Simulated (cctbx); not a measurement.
# Which space group?

Cell: a = 8.7710 Å, b = 8.7710 Å, c = 6.4860 Å, α = 90.00°, β = 90.00°, γ = 120.00°. Expected content of the cell: Tm10 Sn6 C2.

The data are simulated with cctbx, not measured: synchrotron X-rays, λ = 0.6889 Å, to d = 0.84 Å, 95 % of the full sphere, strongest reflection 5000 counts, noise from counting, a 6 % proportional error and a noise floor of 15 counts (s.d.); no absorption.

A first pass over the reflections prints:

```text
2917 reflections to d = 0.841 A
centring   violations  <I/sigma> of those
    A        617 of  1448      5.0
    B        627 of  1449      4.9
    C        632 of  1457      5.0
    I        622 of  1439      5.0
    R        843 of  1947      5.1
    F        938 of  2177      5.0
Laue class    unique    Rint  (classes that these axes allow; Friedel mates merged)
P -1             1527   0.070
P 1 1 2/m         844   0.081
P -3              515   0.089
P -3 1 m          294   0.092
P -3 m 1          313   0.092
P 6/m             286   0.092
P 6/m m m         189   0.094
space group    extra absences  I>4sigma  <I/sigma>
P 6 2 2                 0          0         -  acentric
P 63 2 2                7          0      -0.6  acentric
P 6 m m                 0          0         -  acentric
P 63 c m              289          0      -0.2  acentric
P -6 m 2                0          0         -  acentric
P -6 c 2              289          0      -0.2  acentric
P -6 2 m                0          0         -  acentric
P 6/m m m               0          0         -  centric
P 63/m c m            289          0      -0.2  centric
Wilson B = 0.64 A^2   <|E^2-1|> = 0.821 (0.968 centric, 0.736 acentric)   E^2>4: 1.3 %
shell (A)         n   <I/sigma>
 7.60 - 1.68     32     18.3
 1.68 - 1.33     25     20.9
 1.33 - 1.17     23     18.8
 1.17 - 1.06     25     17.5
 1.06 - 0.98     19     21.7
 0.98 - 0.93     22     20.7
 0.93 - 0.88     22     18.6
 0.88 - 0.84     21     13.3
```

**Question.** What are the lattice type, the Laue class and the likely space group?

Every centring test has many violations, so the lattice is primitive.

Rint stays low (0.070 to 0.094) up to P 6/m m m, the highest class in these axes.

9 settings pass the absence test. The most absences obeyed, 289, belong to P 63 c m, P -6 c 2 and P 63/m c m, which absences can't tell apart.

⟨|E²−1|⟩ = 0.821 lies between the two ideal values. The Wilson B of 0.64 Å² means U ≈ 0.0081 Å².

The true group is P6_3/mcm (no. 193), Laue class 6/mmm, centrosymmetric. The tables only narrow the choice to the tied entries; cell content, site symmetry and trial solutions must settle it.

This is a model crystal, built by substitution and not relaxed, with assumed displacement parameters.

[Logs are printed without paths, hosts, clocks, repeated set-up lines and the standing remarks that a program may print on its own settings, such as how far it seeks lower states.]
